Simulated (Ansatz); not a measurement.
**Localised basis functions on Σ7 (111) twist boundary in Li (162 atoms)**

Wanted: errors and times of a linear-scaling basis for Σ7 (111) twist boundary in Li (162 atoms). A setting counts as converged where the r.m.s. difference of forces stays under 1 % of the r.m.s. force.

Program: Ansatz 0.2.0. Level of theory: Kohn-Sham DFT, PBE, PAW (set soft_2), plane waves. Values are calculated unless marked as measured.

**1. Starting point**

The cell holds 162 atoms: 162 Li. Its edges and angles: a = 13.133 Å, b = 13.133 Å, c = 24.318 Å, α = 90.0°, β = 90.0°, γ = 120.0°. It derives from Li (bcc). Bcc Li (a = 3.51 Å); two grains turned against each other by 81.79 deg about [111]; 1 x 1 coincidence cells, 4 lattice periods a grain, two boundaries a cell, upper grain shifted by [0.002, 0.804] of the boundary cell and opened by 0 Å, one atom of each pair nearer than 1.976 Å removed; not relaxed, displaced by a Gaussian of 0.02 Å. Regions: lower grain, 84 atoms (84 Li); upper grain, 78 atoms (78 Li).

What the set-up can't give: The host structure and its lattice constant were typed by rule, without a check against the phase diagram.

**2. Plane-wave single point**

This run is the reference for what follows, at a cutoff of 420 eV.

File input.yaml:

```yaml
crystal:
  lattice:
    - [13.13322, 0.0, 0.0]
    - [-6.56661, 11.3737, 0.0]
    - [0.0, 0.0, 24.31799]
  atoms:
    - { symbol: Li, position: [0.85653, 0.28521, 0.0001] }
    - { symbol: Li, position: [0.81084, 0.04832, 0.04099] }
    - { symbol: Li, position: [0.71746, 0.57634, 0.00072] }
    - { symbol: Li, position: [0.95105, 0.75927, 0.04076] }
    - { symbol: Li, position: [0.42663, 0.14178, 0.9991] }
    - { symbol: Li, position: [0.66658, 0.33558, 0.04162] }
    - { symbol: Li, position: [0.9025, 0.52165, 0.0843] }
    - { symbol: Li, position: [0.62157, 0.096, 0.08144] }
    - { symbol: Li, position: [0.86003, 0.28484, 0.12493] }
    - { symbol: Li, position: [0.81004, 0.04793, 0.16628] }
    - { symbol: Li, position: [0.57414, 0.85978, 0.00254] }
    - { symbol: Li, position: [0.28666, 0.42807, 0.99994] }
    - { symbol: Li, position: [0.52549, 0.62069, 0.04129] }
    - { symbol: Li, position: [0.75987, 0.80681, 0.08407] }
    - { symbol: Li, position: [0.99999, 0.00257, 0.99902] }
    - { symbol: Li, position: [0.23934, 0.18964, 0.04182] }
    - { symbol: Li, position: [0.47741, 0.37873, 0.08338] }
    - { symbol: Li, position: [0.71386, 0.56898, 0.12359] }
    - { symbol: Li, position: [0.95637, 0.76314, 0.16698] }
    - { symbol: Li, position: [0.42528, 0.14005, 0.12514] }
    - { symbol: Li, position: [0.66526, 0.33225, 0.16685] }
    - { symbol: Li, position: [0.90192, 0.52083, 0.20771] }
    - { symbol: Li, position: [0.61831, 0.09557, 0.2081] }
    - { symbol: Li, position: [0.85937, 0.28585, 0.25021] }
    - { symbol: Li, position: [0.81014, 0.04837, 0.29123] }
    - { symbol: Li, position: [0.14285, 0.71436, 0.99956] }
    - { symbol: Li, position: [0.37829, 0.90292, 0.04238] }
    - { symbol: Li, position: [0.09248, 0.47328, 0.04148] }
    - { symbol: Li, position: [0.33398, 0.66678, 0.08315] }
    - { symbol: Li, position: [0.57394, 0.86038, 0.12454] }
    - { symbol: Li, position: [0.04733, 0.23817, 0.08289] }
    - { symbol: Li, position: [0.28434, 0.42839, 0.12512] }
    [... 124 atom lines left out ...]
    - { symbol: Li, position: [0.62186, 0.32756, 0.95921] }
    - { symbol: Li, position: [0.95617, 0.99379, 0.91677] }
    - { symbol: Li, position: [0.90944, 0.18624, 0.95795] }
    - { symbol: Li, position: [0.00031, 0.80025, 0.87518] }
    - { symbol: Li, position: [0.23632, 0.84914, 0.91725] }
    - { symbol: Li, position: [0.19397, 0.04221, 0.95797] }
kpoints:
  mp_grid: { grid: [2, 2, 1] }
hamiltonian:
  xc: pbe
scf:
  occupations: { method: fermi_dirac, width: 0.1 }
output:
  forces: true
  stress: true
  populations: true
  dos:
    method: { smearing: { sigma: 0.15 } }
    de: 0.1
    projected:
      site_lists:
        Li: [Li]
        upper_grain: [84, 85, 86, 87, 88, 89, 90, 91, 92, 93, 94, 95, 96, 97, 98, 99, 100, 101, 102, 103, 104, 105, 106, 107, 108, 109, 110, 111, 112, 113, 114, 115, 116, 117, 118, 119, 120, 121, 122, 123, 124, 125, 126, 127, 128, 129, 130, 131, 132, 133, 134, 135, 136, 137, 138, 139, 140, 141, 142, 143, 144, 145, 146, 147, 148, 149, 150, 151, 152, 153, 154, 155, 156, 157, 158, 159, 160, 161]
  eigenvalues: true
  write_density: true
  write_potential: true
  volumetric_format: npy
```

Command:

```console
$ ansatz run input.yaml --threads 4 --pin off --max-ram 15872MiB --backend cpu --events-out ev --progress --plain --runs-dir out
```

The program printed:

```text
Engine: ansatz 0.2.0, aarch64-unknown-linux-gnu
Pseudopotentials: kind: paw
Pseudopotential: Li, paw, valence charge 3, recommended cutoff 420 eV (normal), Li.paw.azcp
[... 5 lines on functional and potentials left out ...]
Crystal: 162 atoms, lattice volume = 3632.459 Å³
Basis set: ecut = 420 eV, 70847 PW (Γ), exchange–correlation on 180×180×360 points (8 copies of the dense FFT grid, shifted against one another)
Bands: 405, of which v1, the nominal top of the filled ones, is band 243 counted from 1 (242 counted from 0)
Symmetry: 1 space group operations
Space group: P1 (ITA 1), of the structure as read, at distance tolerance 1.5e-4 Å
k-points: 4
[... 3 lines on functional and potentials left out ...]
Initial density: superposition of atomic densities (neutral atoms: chi_scale 0, normalization atom), corrected by the library's trained network
Initial wavefunctions: pseudopotential atomic-orbital guess
Functional: x = pbe(κ = 0.804, μ = 0.219515), c = pbe(β = 0.066725)
SCF iter   1: F=—  HF=-33149.215420 eV  |F-HF|=—  |Δ(HF+E_count)|=         —  Δρ=6.45e-4  dr2=1.29e-1  ethr=1.77e-3  ⟨swp⟩=9.8  Hψ=9812  notcnv=0  defer=241
preconditioner: auto → Kerker (q_TF=auto, 1.951 Å⁻¹)  [metal: Δε(μ)=0.015 eV  Ē_g=3.694 eV  σ=0.100 eV  W_gap=0.04  n_scr=452 (ndim 8)  ℏωp=7.8 eV  f_vac=0.000  D(μ)=85.34/eV (n_scr^D=548)]
SCF iter   2: F=—  HF=-33149.240532 eV  |F-HF|=—  |Δ(HF+E_count)|=   2.51e-2  Δρ=4.33e-4  dr2=3.47e-2  ethr=2.65e-5  ⟨swp⟩=1.8  Hψ=1887  notcnv=0  defer=239
SCF iter   3: F=—  HF=-33149.238267 eV  |F-HF|=—  |Δ(HF+E_count)|=   2.26e-3  Δρ=1.61e-4  dr2=3.76e-3  ethr=7.13e-6  ⟨swp⟩=1.0  Hψ=1371  notcnv=0  defer=239
SCF iter   4: F=—  HF=-33149.238133 eV  |F-HF|=—  |Δ(HF+E_count)|=   1.34e-4  Δρ=5.60e-5  dr2=7.41e-4  ethr=7.73e-7  ⟨swp⟩=1.5  Hψ=1373  notcnv=0  defer=239
SCF iter   5: F=—  HF=-33149.238065 eV  |F-HF|=—  |Δ(HF+E_count)|=   6.73e-5  Δρ=1.60e-5  dr2=8.20e-5  ethr=1.52e-7  ⟨swp⟩=1.2  Hψ=1372  notcnv=0  defer=239
SCF iter   6: F=—  HF=-33149.238243 eV  |F-HF|=—  |Δ(HF+E_count)|=   1.77e-4  Δρ=5.20e-6  dr2=8.50e-6  ethr=1.69e-8  ⟨swp⟩=2.0  Hψ=1487  notcnv=0  defer=239
SCF iter   7: F=—  HF=-33149.238242 eV  |F-HF|=—  |Δ(HF+E_count)|=   1.06e-6  Δρ=1.58e-6  dr2=7.33e-7  ethr=1.75e-9  ⟨swp⟩=1.2  Hψ=1372  notcnv=0  defer=239
SCF iter   8: F=-33149.238241 eV  HF=-33149.238241 eV  |F-HF|=2.24e-8  |Δ(HF+E_count)|=   8.80e-8  Δρ=3.68e-7  dr2=3.28e-8  ethr=2.06e-11  ⟨swp⟩=16.5  Hψ=9764  notcnv=0
SCF 1 converged in 8 iterations: F = -33149.238241 eV  dr2 = 3.28e-8
  greatest PAW one-centre occupation: 1.000 electrons in one spin orbital (limit 2), on the Li atom at site 2 (counted from 0), in its partial waves of l = 0
SCF converged after 8 iterations
Free energy (F): -33149.238241 eV
Harris-Foulkes:  -33149.238241 eV  (|F-HF|=2.24e-8)
Internal energy: -33146.434866 eV  (E = F + TS)
E sigma→0 (E₀):  -33147.836554 eV
Entropy (-TS):   -2.803376 eV (-17.305 meV/atom)
Fermi energy:    0.692634 eV
--- Per-component energies (eV) ---
  E_band       = -15010.444127
  E_kinetic    = 3397.239501
  E_local      = -22379.825925  (includes V_loc(G=0)·N_el)
  E_nonlocal   = -5389.616432
  E_hartree    = 6739.402287
  E_xc         = -1608.763620
  E_vxc        = -2070.241243  (∫ρ·V_xc dr)
  E_paw        = -3402.442515  (= ΣΔE_a)
  E_vpaw       = -2046.809092  (= ΣTr[D̂ρ^β])
  E_aug_tail   = 0.002095  (compensation charges beyond the density's cutoff)
  E_ewald      = -10502.430257
  E_smearing   = -2.803376  (= −TS)
  E_closure    = 0.000000  (closes the sum)
  Σ components = -33149.238241   (vs F -33149.238241, Δ=0.00e0)
--- Forces (eV/Å), atoms counted from 1 ---
  atom   1  Li    -1.11189289     0.98087525     0.70346604
  atom   2  Li    -0.02832624    -0.30285109     0.23350878
  atom   3  Li    -0.29256670    -0.61745191     0.73159838
  atom   4  Li     0.01899640     0.12955698    -0.11505336
  atom   5  Li     0.10399636    -0.26426425     0.20976893
  atom   6  Li     0.40779774     0.03760416     1.36414932
  atom   7  Li    -0.01966542     0.01242212    -0.13559881
  atom   8  Li    -0.02108676     0.08430416    -0.13584613
  atom   9  Li    -0.01472017    -0.01536440    -0.02990876
  atom  10  Li     0.00444805    -0.00483402    -0.02249951
  atom  11  Li     0.00265307     0.26257285    -0.00630438
  atom  12  Li     0.03498380    -0.00078510    -0.22047350
  atom  13  Li     0.06180139    -0.03064106     0.01603615
  atom  14  Li     0.02216909     0.02529046    -0.08892015
[...]
atom 161  Li     0.14938454     0.38425952    -0.29697430
  atom 162  Li     0.35907426    -0.30525601    -0.38699561
  max |Σ_I F_I| component: 3.95e-6 eV/Å
--- Stress (GPa, compression-positive) ---
       -0.726520      -0.038072      -0.051070
       -0.038072      -0.628035      -0.059169
       -0.051070      -0.059169      -0.542657
  P = ⅓ Tr σ = -0.6324 GPa (-6.324 kbar)
--- Band table (eV) ---
  k-point 0: bands = ["-46.5414", "-46.5123", "-46.4709", "-46.4613", [... 389 levels ...], "4.9810", "4.9962", "5.0289", "5.0536", "5.0576", "5.1074", "5.1329", "5.1644", "5.2047", "5.2397", "5.2650", "5.2797"]
[...]
--- Löwdin populations: 162 sites ---
  site symbol       q [e]
     0     Li      2.9056
     1     Li      2.9274
     2     Li      2.9325
[...]
161     Li      2.9450
  spilling = 0.030617 (of n_electrons = 486.000000)
```

It took 6.2 min on 4 threads of Arm Neoverse V1, shared host; peak memory 10 GiB; 24 min of CPU time.

The program notes that it cut back its work space to fit the memory limit.

Read from the output:

| Item | Value |
| --- | --- |
| free energy | -33149.2382 eV |
| free energy per atom | -204.6249 eV/atom |
| SCF cycles | 8 |
| pressure | -0.6324 GPa |
| r.m.s. force component | 0.283 eV/Å |
| longest force | 1.819 eV/Å |
| Fermi energy | 0.6926 eV |
| levels partly filled by over 2 per cent | 131 |
| spilling of the projection | 0.03062 |

The r.m.s. force component of 0.28 eV/Å and the pressure of -0.63 GPa set the scale for the differences below.

**3. Support functions medium**

The cell is solved in localised support functions. The level medium gives here a grid of 54×54×96 points and a radius of 4.19 Å.

This step: Kohn-Sham DFT, PBE, PAW (set soft_2), localised support functions (medium) (Ansatz 0.2.0).

input.yaml, the sections that differ from step 2:

```yaml
scf:
  occupations: { method: fermi_dirac, width: 0.1 }
  eigensolver: { kind: { support_functions: { accuracy: medium } } }
  mixing: { beta: 0.2 }
  max_iter: 150
output:
  forces: true
# crystal, kpoints, hamiltonian: as in step 2
```

The program printed:

```text
Warning: scf.eigensolver.kind.support_functions: disabling space-group detection — the functions' gradient is summed over unrotated k-points, so no spatial operation reduces the k-mesh or symmetrises the density; time reversal is kept, so that k and −k are solved as one point where they differ and the mesh holds both, and exact exchange and, on two spinor components, a DFT+U term hold to it where the run has them: [...]
settings of this run that can trade accuracy for cost: scf.eigensolver.kind.support_functions [...]
[...]
Crystal: 162 atoms, lattice volume = 3632.459 Å³
Basis set: ecut = 420 eV, 70847 PW (Γ), exchange–correlation on 180×180×360 points (8 copies of the dense FFT grid, shifted against one another)
Bands: 292, of which v1, the nominal top of the filled ones, is band 243 counted from 1 (242 counted from 0)
Symmetry: 1 space group operations
k-points: 4
[...]
Eigensolver: Support functions (medium, 54×54×96 points, laid for a spacing of at most 0.257060 Å, radius 4.191154 Å, 1 species' potentials softened for the grid, 1 wholly corrected for its errors in the mean over positions, 1 with the egg-box correction, energy correction by stochastic trace)
[...]
SCF iter   1: F=—  HF=-33140.396028 eV  |F-HF|=—  |Δ(HF+E_count)|=         —  Δρ=7.48e-3  dr2=2.83e1  ethr=1.00e-1
[...]
SCF iter  11: F=—  HF=-33149.264211 eV  |F-HF|=—  |Δ(HF+E_count)|=   6.64e-4  Δρ=1.02e-5  dr2=1.62e-5  ethr=4.65e-9  κ⁻¹=1.5e-7(r=7)
SCF iter  12: F=-33149.264197 eV  HF=-33149.264200 eV  |F-HF|=3.56e-6  |Δ(HF+E_count)|=   1.08e-5  Δρ=3.65e-6  dr2=1.36e-6  ethr=3.32e-9
SCF 1 converged in 12 iterations: F = -33149.271867 eV  dr2 = 1.36e-6
[...]
SCF converged after 12 iterations
Stability not checked: this state was not tested for a lower state beside it, because the mixer in use, unlike msr1, does not test its closes by its own steps (another_mixer; see scf.mixing.algorithm and scf.lower_state_search)
Free energy (F): -33149.271867 eV
[...]
Internal energy: -33146.469833 eV  (E = F + TS)
E sigma→0 (E₀):  -33147.870850 eV
Entropy (-TS):   -2.802034 eV (-17.297 meV/atom)
Fermi energy:    0.692099 eV
[...]
Σ components = -33149.271867   (vs F -33149.271867, Δ=0.00e0)
--- Forces (eV/Å), atoms counted from 1 ---
  atom   1  Li    -1.11161646     0.98033644     0.70281106
  atom   2  Li    -0.02814528    -0.30246925     0.23493921
  atom   3  Li    -0.29249716    -0.61718947     0.72906671
  atom   4  Li     0.01855893     0.12948962    -0.11344727
[...]
atom 162  Li     0.35882997    -0.30515534    -0.38563172
  max |Σ_I F_I| component: 1.41e-3 eV/Å
--- Band table (eV) ---
[...]
guard bands above this table: 3 of the run's 292 bands (output.publish_guard_bands: true publishes all)
[...]
```

Run time: 3.1 min. Hardware: 4 threads; peak memory 4.8 GiB; 12 min of CPU time.

The program notes that the band table was not solved further than the SCF left it and it switched symmetry off.

Keys that differ from the reference: support_functions.accuracy = "medium", scf.max_iter = 150 and scf.mixing.beta = 0.2.

Forces differ from the reference by 0.85 meV/Å r.m.s., 0.30 % of their size, within a tolerance of 1 %; the energy by -0.21 meV/atom.

**4. Support functions low**

The level low is asked for. Here it resolves to the same grid and radius as in the run with support functions medium, so the basis is not new.

This step: Kohn-Sham DFT, PBE, PAW (set soft_2), localised support functions (low) (Ansatz 0.2.0).

input.yaml, the sections that differ from step 3:

```yaml
scf:
  occupations: { method: fermi_dirac, width: 0.1 }
  eigensolver: { kind: { support_functions: { accuracy: low } } }
  mixing: { beta: 0.2 }
  max_iter: 150
# crystal, kpoints, hamiltonian, output: as in step 3
```

The program printed:

```text
[...]
Crystal: 162 atoms, lattice volume = 3632.459 Å³
Basis set: ecut = 420 eV, 70847 PW (Γ), exchange–correlation on 180×180×360 points (8 copies of the dense FFT grid, shifted against one another)
Bands: 292, of which v1, the nominal top of the filled ones, is band 243 counted from 1 (242 counted from 0)
Symmetry: 1 space group operations
k-points: 4
[...]
Eigensolver: Support functions (low, 54×54×96 points, laid for a spacing of at most 0.257060 Å, radius 4.191154 Å, 1 species' potentials softened for the grid, 1 wholly corrected for its errors in the mean over positions, 1 with the egg-box correction, energy correction by stochastic trace)
[...]
SCF iter   1: F=—  HF=-33140.396028 eV  |F-HF|=—  |Δ(HF+E_count)|=         —  Δρ=7.48e-3  dr2=2.83e1  ethr=1.00e-1
[...]
SCF iter   9: F=—  HF=-33149.262745 eV  |F-HF|=—  |Δ(HF+E_count)|=   1.03e-3  Δρ=6.11e-5  dr2=4.49e-4  ethr=2.16e-7  κ⁻¹=1.7e-7(r=7)
SCF iter  10: F=-33149.263517 eV  HF=-33149.263547 eV  |F-HF|=3.02e-5  |Δ(HF+E_count)|=   8.02e-4  Δρ=1.44e-5  dr2=2.26e-5  ethr=9.23e-8
SCF 1 converged in 10 iterations: F = -33149.271822 eV  dr2 = 2.26e-5
[...]
SCF converged after 10 iterations
[...]
Free energy (F): -33149.271822 eV
[...]
Internal energy: -33146.469865 eV  (E = F + TS)
E sigma→0 (E₀):  -33147.870843 eV
Entropy (-TS):   -2.801957 eV (-17.296 meV/atom)
Fermi energy:    0.692195 eV
[...]
Σ components = -33149.271822   (vs F -33149.271822, Δ=0.00e0)
--- Forces (eV/Å), atoms counted from 1 ---
  atom   1  Li    -1.11170679     0.98039211     0.70288303
  atom   2  Li    -0.02825393    -0.30261488     0.23486827
  atom   3  Li    -0.29272302    -0.61728851     0.72924460
  atom   4  Li     0.01862864     0.12951358    -0.11347362
[...]
atom 162  Li     0.35895922    -0.30525523    -0.38565679
  max |Σ_I F_I| component: 1.30e-3 eV/Å
--- Band table (eV) ---
[...]
```

Elapsed: 2.8 min, on 4 threads; peak memory 4.8 GiB.

Keys that differ from the reference: support_functions.accuracy = "low", scf.max_iter = 150 and scf.mixing.beta = 0.2.

Forces differ from the reference by 0.84 meV/Å r.m.s., 0.30 % of their size, well within a tolerance of 1 %; the energy by -0.21 meV/atom.

**5. Support functions high**

With localised support functions most steps grow linearly with size, though the diagonalisation grows faster unless the density matrix is cut; this run measures error and cost at this size. The level high gives here a grid of 60×60×120 points and a radius of 5.02 Å.

This step: Kohn-Sham DFT, PBE, PAW (set soft_2), localised support functions (high) (Ansatz 0.2.0).

input.yaml, the sections that differ from step 4:

```yaml
scf:
  occupations: { method: fermi_dirac, width: 0.1 }
  eigensolver: { kind: { support_functions: { accuracy: high } } }
  mixing: { beta: 0.2 }
  max_iter: 150
# crystal, kpoints, hamiltonian, output: as in step 4
```

The program printed:

```text
[...]
Crystal: 162 atoms, lattice volume = 3632.459 Å³
Basis set: ecut = 420 eV, 70847 PW (Γ), exchange–correlation on 180×180×360 points (8 copies of the dense FFT grid, shifted against one another)
Bands: 292, of which v1, the nominal top of the filled ones, is band 243 counted from 1 (242 counted from 0)
Symmetry: 1 space group operations
k-points: 4
[...]
Eigensolver: Support functions (high, 60×60×120 points, laid for a spacing of at most 0.220337 Å, radius 5.016044 Å, 0 species' potentials softened for the grid, 1 wholly corrected for its errors in the mean over positions, 1 with the egg-box correction, energy correction by stochastic trace)
[...]
SCF iter   1: F=—  HF=-33141.775238 eV  |F-HF|=—  |Δ(HF+E_count)|=         —  Δρ=7.52e-3  dr2=2.75e1  ethr=1.00e-1
[...]
SCF iter  18: F=—  HF=-33149.280724 eV  |F-HF|=—  |Δ(HF+E_count)|=   1.63e-5  Δρ=5.98e-8  dr2=4.78e-10  ethr=1.00e-12  κ⁻¹=2.0e-6(r=7)
SCF iter  19: F=-33149.280739 eV  HF=-33149.280739 eV  |F-HF|=2.11e-10  |Δ(HF+E_count)|=   1.47e-5  Δρ=4.74e-8  dr2=3.18e-10  ethr=1.00e-12
SCF 1 converged in 19 iterations: F = -33149.281188 eV  dr2 = 3.18e-10
[...]
SCF converged after 19 iterations
[...]
Free energy (F): -33149.281188 eV
[...]
Internal energy: -33146.477954 eV  (E = F + TS)
E sigma→0 (E₀):  -33147.879571 eV
Entropy (-TS):   -2.803234 eV (-17.304 meV/atom)
Fermi energy:    0.692429 eV
[...]
Σ components = -33149.281188   (vs F -33149.281188, Δ=0.00e0)
--- Forces (eV/Å), atoms counted from 1 ---
  atom   1  Li    -1.11182051     0.98085381     0.70347647
  atom   2  Li    -0.02836230    -0.30287536     0.23347242
  atom   3  Li    -0.29256093    -0.61745436     0.73170939
  atom   4  Li     0.01897809     0.12956401    -0.11510078
[...]
atom 162  Li     0.35913112    -0.30526122    -0.38706820
  max |Σ_I F_I| component: 2.18e-4 eV/Å
--- Band table (eV) ---
[...]
```

It took 8.9 min on 4 threads; peak memory 6.7 GiB.

Keys that differ from the reference: support_functions.accuracy = "high", scf.max_iter = 150 and scf.mixing.beta = 0.2.

Forces differ from the reference by 0.044 meV/Å r.m.s., 0.016 % of their size, well within a tolerance of 1 %; the energy by -0.27 meV/atom. It took roughly 1.4 times the reference's time (one timing each, with unlike analyses asked), in 19 cycles against 8.

(Part 1 of 3 ends here.)

[Long decimals in the printed logs are rounded to 6 places.]

[Logs are printed without paths, hosts, clocks, repeated set-up lines and the standing remarks that a program may print on its own settings, such as how far it seeks lower states.]

[Hosts, paths, dates, database ids (printed as entryN), source tags and the programs' standing remarks are cut or masked in the printed files.]
